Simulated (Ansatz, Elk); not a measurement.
# MgFe4: X-ray structure factors from the self-consistent density, part 2 of 2

The structure of MgFe4 used here is made up (a known structure type with other elements) and was relaxed beforehand with PBEsol. The aim is the Fourier transform of its all-electron density, F(hkl), set beside the sum over free spherical atoms that refinements use.

Elk 11.2.3 (patched build); all-electron DFT.

So far: The starting structure; Ground state and structure factors; The magnetisation density.

The structure was built from a prototype and need not be the compound's stable phase.

### 4. The highest occupied states alone

Level of this step: DFT, PBE, all-electron APW+lo, Dirac cores, scalar-relativistic bands, static density, ferromagnetic start (Elk).

An energy window below the Fermi level keeps the highest occupied states, to see at which angles they scatter; shallow core shells can lie inside it and anion s states outside. No new self-consistency is needed.

The input, elk.in:

```
tasks
  195

xctype
  20

spinpol
  .true.

rgkmax
  7.0

gmaxvr
  14.0

lmaxo
  7

lmaxapw
  8

swidth
  0.002

tshift
  .false.

ramdisk
  .false.

hmaxvr
  5.5

maxscl
  120

epspot
  1e-06

reducebf
  0.8

wsfac
  -0.105550 0.635440

sppath
  './'

avec
  -3.47296395997 3.47296395997 8.75704998988
  3.47296395997 -3.47296395997 8.75704998988
  3.47296395997 3.47296395997 -8.75704998988

atoms
  2
  'Fe.in'
  4
  0.6099910041 0.6099910041 -0.0000000000   0.000000 0.000000 0.000000
  0.3900089959 0.3900089959 -0.0000000000   0.000000 0.000000 0.000000
  0.2500000000 0.7500000000 0.5000000000   0.000000 0.000000 -0.065000
  0.7500000000 0.2500000000 0.5000000000   0.000000 0.000000 -0.065000
  'Mg.in'
  1
  0.0000000000 0.0000000000 0.0000000000   0.000000 0.000000 0.000000

ngridk
  7 7 7
```

Started as:

```sh
$ OMP_NUM_THREADS=4 elk
```

Numbers of over 12 decimals in the logs are rounded to 6 here.

The program printed:

```text
┌─────────────────────────────────┐
│ Elk code version 11.2.3 started │
└─────────────────────────────────┘

Info(readinput): the functional depends on the density's gradient
 muffin-tin radial points multiplied by    2.00000
 (not where nrmtscf is given)

┌────────────────────┐
│ Current task : 195 │
└────────────────────┘
Info(checkmt): changed muffin-tin radius of species 1 (Fe) from   2.4000 to   1.9014

Info(sfacrho): density structure factors written to SFACRHO.OUT

 Energy window :  -0.1055500000      0.6354400000

┌──────────────────┐
│ Elk code stopped │
└──────────────────┘
```

Run time: 8.2 s. Hardware: 4 threads of Arm Neoverse V2, shared host; peak memory 0.29 GiB.

States within 12 eV below the Fermi level hold 34.00 electrons; any levels below the window count with the cores. Their amplitudes can exceed the total, where window and core parts have opposite phase:

```csv
hkl,sin θ/λ (Å⁻¹),"abs F, window","abs F, all"
002,0.108,9.422,28.072
101,0.146,7.827,24.615
110,0.192,0.018,8.780
103,0.211,3.619,27.463
004,0.216,0.368,11.140
112,0.221,8.331,54.114
200,0.272,10.868,77.653
114,0.289,9.743,57.744
202,0.293,3.986,19.724
105,0.302,4.351,38.704
```

### 5. Another functional

The difference from free atoms is small, so it is set against the change that LDA (Perdew-Wang) makes.

elk.in: that of step 4 with these lines changed.

```diff
@@ -1,6 +1,8 @@
 tasks
+  0
   195
+  196
 
 xctype
-  20
+  3
 
@@ -42,5 +44,2 @@
 
-wsfac
-  -0.105550 0.635440
-
 sppath
```

Started as:

```sh
$ OMP_NUM_THREADS=4 elk
```

The program printed:

```text
┌─────────────────────────┐
│ Elk code version 11.2.3 │
└─────────────────────────┘

All units are atomic (Hartree, Bohr, etc.)

┌─────────────────────────────────────────────────┐
│ Ground-state run starting from atomic densities │
└─────────────────────────────────────────────────┘

Lattice vectors :
  -3.472963960       3.472963960       8.757049990
   3.472963960      -3.472963960       8.757049990
   3.472963960       3.472963960      -8.757049990

Reciprocal lattice vectors :
  0.1178740181E-16  0.9045854463      0.3587501107
[...]
total in muffin-tins        :    106.2851398
 total calculated charge     :    115.9997857
 total charge                :    116.0000000
 error                       :   0.2142527787E-03

Moments :
 interstitial                :   0.4116426223E-01
 muffin-tins
  species : 1 (Fe)
[...]
atom 4                    :   0.8184537186
  species : 2 (Mg)
   atom 1                    :  -0.1211146690E-01
 total in muffin-tins        :    2.159483315
 total moment                :    2.200647577

┌──────────────────────────────┐
│ Self-consistent loop stopped │
└──────────────────────────────┘

Wrote STATE.OUT
[key lines of the parts left out:]
total energy                :     -5281.7371021093
```

Wall time 4.4 min (4 threads); peak memory 0.34 GiB.

Against the first run R = 0.07 %; the largest change is -0.074 at 008. The moment goes from 2.90 to 2.20 μB.

### 6. A coarser k-mesh

About half the k-points along each axis test the sampling.

elk.in: that of step 5 with these lines changed.

```diff
@@ -6,3 +6,3 @@
 xctype
-  3
+  20
 
@@ -65,2 +65,2 @@
 ngridk
-  7 7 7
+  4 4 4
```

Started as:

```sh
$ OMP_NUM_THREADS=4 elk
```

The program printed:

```text
┌─────────────────────────┐
│ Elk code version 11.2.3 │
└─────────────────────────┘

All units are atomic (Hartree, Bohr, etc.)

┌─────────────────────────────────────────────────┐
│ Ground-state run starting from atomic densities │
└─────────────────────────────────────────────────┘

Lattice vectors :
  -3.472963960       3.472963960       8.757049990
   3.472963960      -3.472963960       8.757049990
   3.472963960       3.472963960      -8.757049990

Reciprocal lattice vectors :
  0.1178740181E-16  0.9045854463      0.3587501107
[...]
total in muffin-tins        :    106.2408656
 total calculated charge     :    115.9997574
 total charge                :    116.0000000
 error                       :   0.2425953353E-03

Moments :
 interstitial                :   0.1622620459E-01
 muffin-tins
  species : 1 (Fe)
[...]
atom 4                    :    1.374013422
  species : 2 (Mg)
   atom 1                    :  -0.2069870687E-01
 total in muffin-tins        :    3.171590898
 total moment                :    3.187817102

┌──────────────────────────────┐
│ Self-consistent loop stopped │
└──────────────────────────────┘

Wrote STATE.OUT
[key lines of the parts left out:]
total energy                :     -5291.4175127736
```

Wall time 2.8 min (4 threads); peak memory 0.47 GiB; 9.1 min of CPU time.

Against the first run R = 0.01 %; the largest change is +0.014 at 006. The moment goes from 2.90 to 3.19 μB.

### 7. Settings against the effect

```csv
run,R against the first run (%),"R against neutral atoms, low angle (%)",wall time
"PBE, rgkmax 7",0.00,0.90,7.6 min
LDA (Perdew-Wang),0.07,0.91,4.4 min
k-mesh 4×4×4,0.01,0.90,2.8 min
```

### 8. What came out

```
R against neutral atoms, sin θ/λ < 0.3 Å⁻¹ : 0.90 %
R against neutral atoms, 0.3 to 0.82 Å⁻¹   : 0.39 %
```

**Reading.** Independent neutral atoms miss the calculated amplitudes by R = 0.90 % below 0.3 Å⁻¹ and 0.39 % from there to 0.82 Å⁻¹; by shells, 1.37 % below 0.15 Å⁻¹ (2 forms), 0.83 % 0.15 to 0.3 (7 forms), 0.53 % 0.3 to 0.45 (17 forms), 0.36 % above 0.45 (88 forms). Bonding, aspherical density and the tables' own atoms all enter these figures, and the runs don't part them. The largest change of an amplitude is -0.69 electrons, at 200. The magnetic order is that of the start. No other order was tried here, and an antiferromagnetic one would change or move the magnetic intensity. The window's part falls from 34.0 electrons at the origin to at most 3.73 between 0.45 and 0.82 Å⁻¹, where compact states inside the window still scatter. Below 0.3 Å⁻¹ the changes that finished (LDA (Perdew-Wang) and k-mesh 4×4×4) move F by R = 0.03 % at most, against the 0.90 % that separates it from free atoms. The magnetic factors move by R = 31.5 % (LDA (Perdew-Wang)) and 9.2 % (k-mesh 4×4×4), so they aren't settled to better than that. The basis has no finished test. Part of the difference isn't bonding: the tables are fits to free atoms and ions calculated by other methods than this functional. Thermal motion, anomalous dispersion and extinction are left out.

[Logs are printed without paths, hosts, clocks, repeated set-up lines and the standing remarks that a program may print on its own settings, such as how far it seeks lower states.]

[Hosts, paths, dates, database ids (printed as entryN), source tags and the programs' standing remarks are cut or masked in the printed files.]
